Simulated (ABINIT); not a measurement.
# NaI (Fm-3m): G0W0 with ABINIT, start to end, part 2 of 3

Aim: the G0W0 gap of NaI (Fm-3m) on PBE, step by step.

ABINIT 10.8.3; PBE and many-body steps on it, plane waves. Known limits of the many-body steps: not at the basis limit; no spin-orbit coupling.

So far. Step 2 (Ground state): The gap is direct, at Γ.

## (3) Bands along the symmetry lines

Level of this step: DFT, PBE, plane waves, norm-conserving pseudopotentials (ABINIT).

The cheap functional maps the bands first; the places of the edges decide which points the dearer methods must see.

The input, run.abi:

```
acell 3*1.0 Angstrom
rprim 
  0.000000000000 3.236400000000 3.236400000000
  3.236400000000 -0.000000000000 3.236400000000
  3.236400000000 3.236400000000 -0.000000000000
ntypat 2
znucl 11 53
natom 2
typat 1 2
xred 
  0.000000000000 0.000000000000 0.000000000000
  0.500000000000 0.500000000000 0.500000000000
pp_dirpath "pseudos"
pseudos "Na.upf, I.upf"
ecut 38
iscf -2
irdden 1
kptopt 0
nkpt 50
kpt 
  0.00000000 0.00000000 0.00000000
  0.06250000 0.00000000 0.06250000
  0.12500000 0.00000000 0.12500000
  0.18750000 0.00000000 0.18750000
  0.25000000 0.00000000 0.25000000
  0.31250000 0.00000000 0.31250000
  0.37500000 0.00000000 0.37500000
  0.43750000 0.00000000 0.43750000
  0.50000000 0.00000000 0.50000000
  0.51562500 0.03125000 0.51562500
  0.53125000 0.06250000 0.53125000
  0.54687500 0.09375000 0.54687500
  0.56250000 0.12500000 0.56250000
  0.57812500 0.15625000 0.57812500
  0.59375000 0.18750000 0.59375000
  0.60937500 0.21875000 0.60937500
  0.62500000 0.25000000 0.62500000
  0.37500000 0.37500000 0.75000000
  0.32812500 0.32812500 0.65625000
  0.28125000 0.28125000 0.56250000
  0.23437500 0.23437500 0.46875000
  0.18750000 0.18750000 0.37500000
  0.14062500 0.14062500 0.28125000
  0.09375000 0.09375000 0.18750000
  0.04687500 0.04687500 0.09375000
  0.00000000 0.00000000 0.00000000
  0.06250000 0.06250000 0.06250000
  0.12500000 0.12500000 0.12500000
  0.18750000 0.18750000 0.18750000
  0.25000000 0.25000000 0.25000000
  0.31250000 0.31250000 0.31250000
  0.37500000 0.37500000 0.37500000
  0.43750000 0.43750000 0.43750000
  0.50000000 0.50000000 0.50000000
  0.50000000 0.46875000 0.53125000
  0.50000000 0.43750000 0.56250000
  0.50000000 0.40625000 0.59375000
  0.50000000 0.37500000 0.62500000
  0.50000000 0.34375000 0.65625000
  0.50000000 0.31250000 0.68750000
  0.50000000 0.28125000 0.71875000
  0.50000000 0.25000000 0.75000000
  0.50000000 0.21875000 0.71875000
  0.50000000 0.18750000 0.68750000
  0.50000000 0.15625000 0.65625000
  0.50000000 0.12500000 0.62500000
  0.50000000 0.09375000 0.59375000
  0.50000000 0.06250000 0.56250000
  0.50000000 0.03125000 0.53125000
  0.50000000 0.00000000 0.50000000
istwfk *1
nband 15
nbdbuf 2
tolwfr 1e-08
nstep 40
prtwf 0
prtvol 0
indata_prefix "in"
outdata_prefix "out"
tmpdata_prefix "tmp"
```

The run is started by

```bash
$ OMP_NUM_THREADS=1 mpirun -n 8 abinit run.abi > log
```

Numbers of over 12 decimals in the logs are rounded to 6 here.

Log:

```text
.Version 10.8.3 of ABINIT. v10.8.2 released Aug 2026.

 Symmetries : space group Fm -3 m (#225); Bravais cF (face-center cubic)
[... echo of the input left out ...]
== DATASET  1 ==================================================================
-   mpi_nproc: 8, omp_nthreads: 1 (-1 if OMP is not activated)

--- !DatasetInfo
iteration_state: {dtset: 1, }
dimensions: {natom: 2, nkpt: 50, mband: 15, nsppol: 1, nspinor: 1, nspden: 1, mpw: 5142, }
cutoff_energies: {ecut:  38.0, pawecutdg:  -1.0, }
electrons: {nelect:   1.60000000E+01, charge:   0.00000000E+00, occopt:   1.00000000E+00, tsmear:   1.00000000E-02, }

 Real(R)+Recip(G) space primitive vectors, cartesian coordinates (Bohr,Bohr^-1):
 R(1)=  0.0000000  6.1159096  6.1159096  G(1)= -0.0817540  0.0817540  0.0817540
 R(2)=  6.1159096  0.0000000  6.1159096  G(2)=  0.0817540 -0.0817540  0.0817540
 R(3)=  6.1159096  6.1159096  0.0000000  G(3)=  0.0817540  0.0817540 -0.0817540
 Unit cell volume ucvol=  4.5752326E+02 bohr^3
 Angles (23,13,12)=  6.00000000E+01  6.00000000E+01  6.00000000E+01 degrees

 getcut: wavevector=  0.0000  0.0000  0.0000  ngfft=  50  50  50
         ecut(hartree)=     38.000   => boxcut(ratio)=   2.08406

--- Pseudopotential description ------------------------------------------------
- Na Generated using ONCVPSP code by D. R. Hamann
- 11.00000   9.00000  171031                  znucl, zion, pspdat
12 -101130 1 -1 1992                          pspcod,pspxc,lmax,lloc,mmax
     nproj     2     2     0
  pspatm : epsatm=    9.36084378
         --- l  ekb(1:nproj) -->
             0    2.667291   -0.676599
             1   -6.743718   -2.407365
 pspatm: atomic psp has been read  and splines computed

- I Generated using ONCVPSP code by D. R. Hamann
- 53.00000   7.00000  171031                  znucl, zion, pspdat
12 -101130 2 -1 1196                          pspcod,pspxc,lmax,lloc,mmax
     nproj     2     2     2
  pspatm : epsatm=   19.17056757
         --- l  ekb(1:nproj) -->
             0    5.955518    0.916455
[...]
pspatm: atomic psp has been read  and splines computed

--------------------------------------------------------------------------------

================================================================================
 prteigrs : about to open file out_EIG
 Non-SCF case, kpt    1 (  0.00000  0.00000  0.00000), residuals and eigenvalues=
  2.33E-09  1.48E-09  2.53E-09  6.10E-09  9.21E-10  7.43E-10  4.03E-09  6.45E-09
  4.98E-09  2.75E-09  2.88E-09  3.05E-09  7.98E-09  4.77E-08  3.42E-08
 -1.8534E+00 -8.2153E-01 -8.2153E-01 -8.2153E-01 -4.0100E-01  3.9379E-03
  3.9379E-03  3.9379E-03  1.3768E-01  2.9667E-01  2.9667E-01  2.9667E-01
[...]
Non-SCF case, kpt    2 (  0.06250  0.00000  0.06250), residuals and eigenvalues=
  6.72E-09  5.62E-09  1.21E-09  1.90E-09  1.78E-09  1.77E-09  6.32E-10  5.44E-09
[...]
3.40E-09  1.00E-09  3.82E-09  8.42E-09  2.05E-09  9.41E-09  2.51E-09  8.74E-09
  7.20E-10  3.91E-09  1.81E-09  7.15E-09  4.31E-09  5.42E-09  3.63E-04
[...]
Non-SCF case, kpt   49 (  0.50000  0.03125  0.53125), residuals and eigenvalues=
[...]
Non-SCF case, kpt   50 (  0.50000  0.00000  0.50000), residuals and eigenvalues=
[...]
-1.8534E+00 -8.2168E-01 -8.2159E-01 -8.2159E-01 -3.8669E-01 -6.5920E-02
 -2.3368E-02 -2.3368E-02  1.6920E-01  2.0857E-01  3.6696E-01  4.2148E-01
[...]
--- !ResultsGS
iteration_state: {dtset: 1, }
comment   : Summary of ground state results
lattice_vectors:
- [  0.0000000,   6.1159096,   6.1159096, ]
- [  6.1159096,  -0.0000000,   6.1159096, ]
- [  6.1159096,   6.1159096,  -0.0000000, ]
lattice_lengths: [   8.64920,    8.64920,    8.64920, ]
lattice_angles: [ 60.000,  60.000,  60.000, ] # degrees, (23, 13, 12)
lattice_volume:   4.5752326E+02
convergence: {deltae:  0.000E+00, res2:  0.000E+00, residm:  9.994E-09, diffor:  0.000E+00, }
etotal    :  -5.87453014E+01
entropy   :   0.00000000E+00
fermie    :   3.93791755E-03
cartesian_stress_tensor: null
pressure_GPa: null
xred      :
- [  0.0000E+00,   0.0000E+00,   0.0000E+00, Na]
- [  5.0000E-01,   5.0000E-01,   5.0000E-01,  I]
cartesian_forces: null
force_length_stats: {min: null, max: null, mean: null, }

 Integrated electronic density in atomic spheres:
 ------------------------------------------------
 Atom  Sphere_radius  Integrated_density
[...]
================================================================================

 ----iterations are completed or convergence reached----

 Mean square residual over all n,k,spin=   41.929E-10; max=  99.939E-10
 reduced coordinates (array xred) for    2 atoms
       0.000000000000      0.000000000000      0.000000000000
       0.500000000000      0.500000000000      0.500000000000

 cartesian coordinates (angstrom) at end:
    1      0.000000     0.000000     0.000000
    2      3.236400     3.236400     3.236400
 length scales=  1.889726125908  1.889726125908  1.889726125908 bohr
              =  1.000000000000  1.000000000000  1.000000000000 angstroms
 prteigrs : about to open file out_EIG
 Eigenvalues (hartree) for nkpt=  50  k points:
 kpt#   1, nband= 15, wtk=  1.00000, kpt=  0.0000  0.0000  0.0000 (reduced coord)
[...]
kpt#   2, nband= 15, wtk=  1.00000, kpt=  0.0625  0.0000  0.0625 (reduced coord)
[...]
kpt#   3, nband= 15, wtk=  1.00000, kpt=  0.1250  0.0000  0.1250 (reduced coord)
[...]
kpt#  49, nband= 15, wtk=  1.00000, kpt=  0.5000  0.0313  0.5313 (reduced coord)
  -1.85343   -0.82168   -0.82159   -0.82159   -0.38667   -0.06561   -0.02393   -0.02365
   0.17051    0.20991    0.36492    0.40718    0.42189    0.44584    0.49704
 kpt#  50, nband= 15, wtk=  1.00000, kpt=  0.5000  0.0000  0.5000 (reduced coord)
  -1.85343   -0.82168   -0.82159   -0.82159   -0.38669   -0.06592   -0.02337   -0.02337
   0.16920    0.20857    0.36696    0.42148    0.42148    0.43439    0.49751

== END DATASET(S) ==============================================================
================================================================================

 -outvars: echo values of variables after computation  --------
            nband          15
             nkpt          50
          spgroup         225
 [... the other variables as echoed above ...]

 Calculation completed.
```

Elapsed: 8.1 s, on 8 MPI ranks of Arm Neoverse V2, shared host; peak memory 0.58 GiB.

This step gave:

```yaml
gap: 3.639 eV
k_of_the_valence_top: 0, 0, 0
k_of_the_conduction_bottom: 0, 0, 0
least_direct_gap: 3.639 eV
```

The gap is 3.639 eV, as in the run before at this level.

The electronic bands at the labelled points (eV, zero at the top of the highest filled band; v1 is the highest filled band, c1 the lowest empty one):

| point | v4 | v3 | v2 | v1 | c1 | c2 | c3 | c4 |
| --- | --- | --- | --- | --- | --- | --- | --- | --- |
| Γ | -11.02 | 0.00 | 0.00 | 0.00 | 3.64 | 7.97 | 7.97 | 7.97 |
| halfway | -10.82 | -1.22 | -0.40 | -0.40 | 5.28 | 6.37 | 7.60 | 9.26 |
| X | -10.63 | -1.90 | -0.74 | -0.74 | 4.50 | 5.57 | 9.88 | 11.36 |
| halfway | -10.63 | -1.83 | -0.94 | -0.70 | 4.74 | 5.87 | 9.49 | 10.26 |
| U | -10.63 | -1.64 | -1.34 | -0.60 | 5.22 | 6.70 | 8.71 | 9.26 |
| jump to K | -10.63 | -1.64 | -1.34 | -0.60 | 5.22 | 6.70 | 8.71 | 9.26 |
| halfway | -10.81 | -1.41 | -0.59 | -0.15 | 5.64 | 7.15 | 7.40 | 8.20 |
| Γ | -11.02 | 0.00 | 0.00 | 0.00 | 3.64 | 7.97 | 7.97 | 7.97 |
| halfway | -10.87 | -1.29 | -0.15 | -0.15 | 4.93 | 7.52 | 8.00 | 8.00 |
| L | -10.71 | -2.18 | -0.28 | -0.28 | 5.10 | 7.47 | 7.47 | 8.75 |
| halfway | -10.66 | -1.90 | -0.91 | -0.48 | 6.14 | 6.31 | 8.29 | 8.30 |
| W | -10.62 | -1.41 | -1.41 | -0.93 | 5.83 | 7.50 | 7.50 | 7.94 |
| halfway | -10.63 | -1.77 | -0.96 | -0.84 | 5.02 | 6.12 | 9.09 | 9.32 |
| X | -10.63 | -1.90 | -0.74 | -0.74 | 4.50 | 5.57 | 9.88 | 11.36 |

The electronic bands as a text plot (rows in eV, shown from -8.0 to 8.5 only):

```
    8.2 |+++++  ++         +++++++++++++++++++++     ++++++++
    7.5 | +++ ++           +++++++++++   ++++++++++++   +++
    6.8 |    +           ++ ++++                    ++ ++  ++
    6.1 |     +++++    ++   ++++                     ++++++  ++
    5.4 |     ++++ ++++  +++    +            ++++++++      ++  ++
    4.7 |    +    +++++++        ++++      ++                ++++
    4.0 | +++                        +  +++
    3.3 |+                            ++
    2.7 |
    2.0 |
    1.3 |
    0.6 |
   -0.1 |*******            **************************
   -0.8 |  ***  ************  *******    ***        *************
   -1.5 |     *****     *********           ***        *******
   -2.2 |          *****                       ********       ***
   -2.8 |
   -3.5 |
   -4.2 |
   -4.9 |
   -5.6 |
   -6.3 |
   -7.0 |
   -7.7 |
         Γ           X  U|K            Γ         L        W     X
```

## (4) Empty states on the mesh, 4×4×4 mesh, 50 bands

The sums over transitions need many empty states on a uniform mesh; this step solves for them.

The input, run.abi:

```
acell 3*1.0 Angstrom
rprim 
  0.000000000000 3.236400000000 3.236400000000
  3.236400000000 -0.000000000000 3.236400000000
  3.236400000000 3.236400000000 -0.000000000000
ntypat 2
znucl 11 53
natom 2
typat 1 2
xred 
  0.000000000000 0.000000000000 0.000000000000
  0.500000000000 0.500000000000 0.500000000000
pp_dirpath "pseudos"
pseudos "Na.upf, I.upf"
ecut 38
ngkpt 4 4 4
nshiftk 1
shiftk 0 0 0
kptopt 1
chksymbreak 0
iscf -2
irdden 1
istwfk *1
nband 50
nbdbuf 4
tolwfr 1e-09
nstep 60
prtvol 0
indata_prefix "in"
outdata_prefix "out"
tmpdata_prefix "tmp"
```

Log:

```text
.Version 10.8.3 of ABINIT. v10.8.2 released Aug 2026.

 Symmetries : space group Fm -3 m (#225); Bravais cF (face-center cubic)
[... echo of the input left out ...]
== DATASET  1 ==================================================================
-   mpi_nproc: 8, omp_nthreads: 1 (-1 if OMP is not activated)

--- !DatasetInfo
iteration_state: {dtset: 1, }
dimensions: {natom: 2, nkpt: 8, mband: 50, nsppol: 1, nspinor: 1, nspden: 1, mpw: 5124, }
cutoff_energies: {ecut:  38.0, pawecutdg:  -1.0, }
electrons: {nelect:   1.60000000E+01, charge:   0.00000000E+00, occopt:   1.00000000E+00, tsmear:   1.00000000E-02, }

 Real(R)+Recip(G) space primitive vectors, cartesian coordinates (Bohr,Bohr^-1):
 R(1)=  0.0000000  6.1159096  6.1159096  G(1)= -0.0817540  0.0817540  0.0817540
 R(2)=  6.1159096  0.0000000  6.1159096  G(2)=  0.0817540 -0.0817540  0.0817540
 R(3)=  6.1159096  6.1159096  0.0000000  G(3)=  0.0817540  0.0817540 -0.0817540
 Unit cell volume ucvol=  4.5752326E+02 bohr^3
 Angles (23,13,12)=  6.00000000E+01  6.00000000E+01  6.00000000E+01 degrees

 getcut: wavevector=  0.0000  0.0000  0.0000  ngfft=  50  50  50
         ecut(hartree)=     38.000   => boxcut(ratio)=   2.08406

--- Pseudopotential description ------------------------------------------------
- Na Generated using ONCVPSP code by D. R. Hamann
- 11.00000   9.00000  171031                  znucl, zion, pspdat
12 -101130 1 -1 1992                          pspcod,pspxc,lmax,lloc,mmax
     nproj     2     2     0
  pspatm : epsatm=    9.36084378
         --- l  ekb(1:nproj) -->
             0    2.667291   -0.676599
             1   -6.743718   -2.407365
 pspatm: atomic psp has been read  and splines computed

- I Generated using ONCVPSP code by D. R. Hamann
- 53.00000   7.00000  171031                  znucl, zion, pspdat
12 -101130 2 -1 1196                          pspcod,pspxc,lmax,lloc,mmax
     nproj     2     2     2
  pspatm : epsatm=   19.17056757
         --- l  ekb(1:nproj) -->
             0    5.955518    0.916455
[...]
pspatm: atomic psp has been read  and splines computed

--------------------------------------------------------------------------------

================================================================================
 prteigrs : about to open file out_EIG
 Non-SCF case, kpt    1 (  0.00000  0.00000  0.00000), residuals and eigenvalues=
  8.66E-10  8.00E-11  1.41E-10  1.82E-10  1.70E-10  1.27E-10  4.42E-10  6.19E-10
  1.06E-10  1.56E-10  3.54E-10  8.62E-10  1.13E-10  7.36E-10  1.41E-10  5.23E-11
  4.42E-10  5.73E-10  2.61E-10  6.81E-11  1.82E-10  2.62E-10  4.97E-11  3.98E-10
[...]
9.48E-10  5.66E-10
 -1.8534E+00 -8.2153E-01 -8.2153E-01 -8.2153E-01 -4.0100E-01  3.9379E-03
  3.9379E-03  3.9379E-03  1.3768E-01  2.9667E-01  2.9667E-01  2.9667E-01
  3.6509E-01  3.6509E-01  3.9121E-01  4.3160E-01  4.3160E-01  4.3160E-01
[...]
1.1949E+00  1.2239E+00  1.2239E+00  1.2239E+00  1.2762E+00  1.2762E+00
  1.2762E+00  1.3092E+00  1.3092E+00  1.3092E+00  1.3118E+00  1.3118E+00
  1.3118E+00  1.3663E+00
 prteigrs : prtvol=0 or 1, do not print more k-points.

--- !ResultsGS
iteration_state: {dtset: 1, }
comment   : Summary of ground state results
lattice_vectors:
- [  0.0000000,   6.1159096,   6.1159096, ]
- [  6.1159096,  -0.0000000,   6.1159096, ]
- [  6.1159096,   6.1159096,  -0.0000000, ]
lattice_lengths: [   8.64920,    8.64920,    8.64920, ]
lattice_angles: [ 60.000,  60.000,  60.000, ] # degrees, (23, 13, 12)
lattice_volume:   4.5752326E+02
convergence: {deltae:  0.000E+00, res2:  0.000E+00, residm:  9.992E-10, diffor:  0.000E+00, }
etotal    :  -5.87453014E+01
entropy   :   0.00000000E+00
fermie    :   3.93791755E-03
cartesian_stress_tensor: null
pressure_GPa: null
xred      :
- [  0.0000E+00,   0.0000E+00,   0.0000E+00, Na]
- [  5.0000E-01,   5.0000E-01,   5.0000E-01,  I]
cartesian_forces: null
force_length_stats: {min: null, max: null, mean: null, }

 Integrated electronic density in atomic spheres:
 ------------------------------------------------
 Atom  Sphere_radius  Integrated_density
[...]
================================================================================

 ----iterations are completed or convergence reached----

 Mean square residual over all n,k,spin=   41.368E-11; max=  99.922E-11
 reduced coordinates (array xred) for    2 atoms
       0.000000000000      0.000000000000      0.000000000000
       0.500000000000      0.500000000000      0.500000000000

 cartesian coordinates (angstrom) at end:
    1      0.000000     0.000000     0.000000
    2      3.236400     3.236400     3.236400
 length scales=  1.889726125908  1.889726125908  1.889726125908 bohr
              =  1.000000000000  1.000000000000  1.000000000000 angstroms
 prteigrs : about to open file out_EIG
 Eigenvalues (hartree) for nkpt=   8  k points:
 kpt#   1, nband= 50, wtk=  0.01563, kpt=  0.0000  0.0000  0.0000 (reduced coord)
[...]
1.08791    1.15425    1.15425    1.15425    1.19488    1.22389    1.22389    1.22389
   1.27619    1.27619    1.27619    1.30917    1.30917    1.30917    1.31176    1.31176
   1.31176    1.36630
 prteigrs : prtvol=0 or 1, do not print more k-points.

== END DATASET(S) ==============================================================
================================================================================

 -outvars: echo values of variables after computation  --------
            nband          50
             nkpt           8
          spgroup         225
 [... the other variables as echoed above ...]

 Calculation completed.
```

Wall time 7.3 s (8 MPI ranks); peak memory 0.57 GiB; 57 s of CPU time.

Numbers from this step:

| Property | Result |
| --- | --- |
| gap | 3.639 eV |
| k of the valence top | 0, 0, 0 |
| k of the conduction bottom | 0, 0, 0 |
| least direct gap | 3.639 eV |
| k points computed | 8 |
| lowest point of the top converged band, above the valence top | 34.84 eV |

On this mesh the gap is 3.639 eV.

## (5) Screening, 4×4×4 mesh, 46 bands, screening to 87.1 eV

The RPA dielectric matrix is built and inverted for each q.

This step: RPA screening on PBE, plane waves, norm-conserving pseudopotentials.

run.abi, as its differences from that of step 4:

```diff
@@ -20,10 +20,11 @@
 chksymbreak 0
-iscf -2
-irdden 1
 istwfk *1
-nband 50
-nbdbuf 4
-tolwfr 1e-09
-nstep 60
-prtvol 0
+occopt 1
+irdwfk 1
+optdriver 3
+nband 46
+ecuteps 3.2
+inclvkb 2
+awtr 1
+symchi 1
 indata_prefix "in"
```

Log:

```text
.Version 10.8.3 of ABINIT. v10.8.2 released Aug 2026.

 Symmetries : space group Fm -3 m (#225); Bravais cF (face-center cubic)
[... echo of the input left out ...]
== DATASET  1 ==================================================================
-   mpi_nproc: 8, omp_nthreads: 1 (-1 if OMP is not activated)

--- !DatasetInfo
iteration_state: {dtset: 1, }
dimensions: {natom: 2, nkpt: 8, mband: 46, nsppol: 1, nspinor: 1, nspden: 1, mpw: 5124, }
cutoff_energies: {ecut:  38.0, pawecutdg:  -1.0, }
electrons: {nelect:   1.60000000E+01, charge:   0.00000000E+00, occopt:   1.00000000E+00, tsmear:   1.00000000E-02, }

 SCREENING: Calculation of the susceptibility and dielectric matrices

 Based on a program developped by R.W. Godby, V. Olevano, G. Onida, and L. Reining.
 Incorporated in ABINIT by V. Olevano, G.-M. Rignanese, and M. Torrent.
.Using double precision arithmetic ; gwpc =  8

[... cell and pseudopotentials left out ...]
--------------------------------------------------------------------------------

 ==== K-mesh for the wavefunctions ====
 Number of points in the irreducible wedge :     8
[... list of points left out ...]
 Together with 48 symmetry operations and time-reversal symmetry
 yields    64 points in the full Brillouin Zone.

 ==== Q-mesh for the screening function ====
 Number of points in the irreducible wedge :     8
[... list of points left out ...]
 Together with 48 symmetry operations and time-reversal symmetry
 yields    64 points in the full Brillouin Zone.

 setmesh: FFT mesh size selected  =    32x   32x   32
          total number of points  =        32768

 vcoul_init : cutoff-mode = AUXILIARY_FUNCTION
 q-points for optical limit:   1
     1)      0.000010    0.000020    0.000030

- screening: taking advantage of time-reversal symmetry
- Maximum band index for partially occupied states nbvw = 8
- Remaining bands to be divided among processors   nbcw = 38
- Number of bands treated by each node ~4

 Number of electrons calculated from density =   16.0000; Expected =   16.0000
 average of density, n =  0.034971
 r_s =    1.8970
 omega_plasma =   18.0389 [eV]

 calculating chi0 at frequencies [eV] :
  1    0.000000E+00    0.000000E+00
  2    0.000000E+00    1.803886E+01

--------------------------------------------------------------------------------
  q-point number  1        q = ( 0.000000, 0.000000, 0.000000) [r.l.u.]
--------------------------------------------------------------------------------
[... chi0 elements left out ...]
 For q-point:  0.000010 0.000020 0.000030
  dielectric constant =   3.2259
  dielectric constant without local fields =   3.9265

  Average fulfillment of the sum rule on Im[epsilon] for q-point    1 :     47.24  [%]
[... wings left out ...]
  q-point number  2        q = ( 0.250000, 0.000000, 0.000000) [r.l.u.]
--------------------------------------------------------------------------------
[... chi0 elements left out ...]
  Average fulfillment of the sum rule on Im[epsilon] for q-point    2 :     60.72  [%]

 [... 6 further q-points ...]
```

It took 5 s on 8 MPI ranks; peak memory 1.3 GiB.

Numbers from this step:

```
ε∞ with local fields, on this mesh, along the program's q direction : 3.226
the same without local fields                                       : 3.926
plasma frequency                                                    : 18.04 eV
plane waves in the screening matrix                                 : 137
```

Local fields lower ε∞ by 18 %.

[end of part 2 of 3]

[Paths, hosts, dates, memory and timing lines, banners, echoed tables and standing remarks are left out of the program output.]

[Logs are printed without paths, hosts, clocks, repeated set-up lines and the standing remarks that a program may print on its own settings, such as how far it seeks lower states.]

[Runs of the session that timed out or met a known fault of the program may be left out.]

[Hosts, paths, dates, database ids (printed as entryN), source tags and the programs' standing remarks are cut or masked in the printed files.]

[G0W0 gaps are taken among the corrected bands and points alone; a level outside them can change the order at an edge.]

[Where Ansatz stands beside ABINIT at settings called matched, ABINIT's density can come from a denser mesh and the files from another edition; pairs whose starting gaps differed by over 0.03 eV were left out, so agreement reads better than it is.]
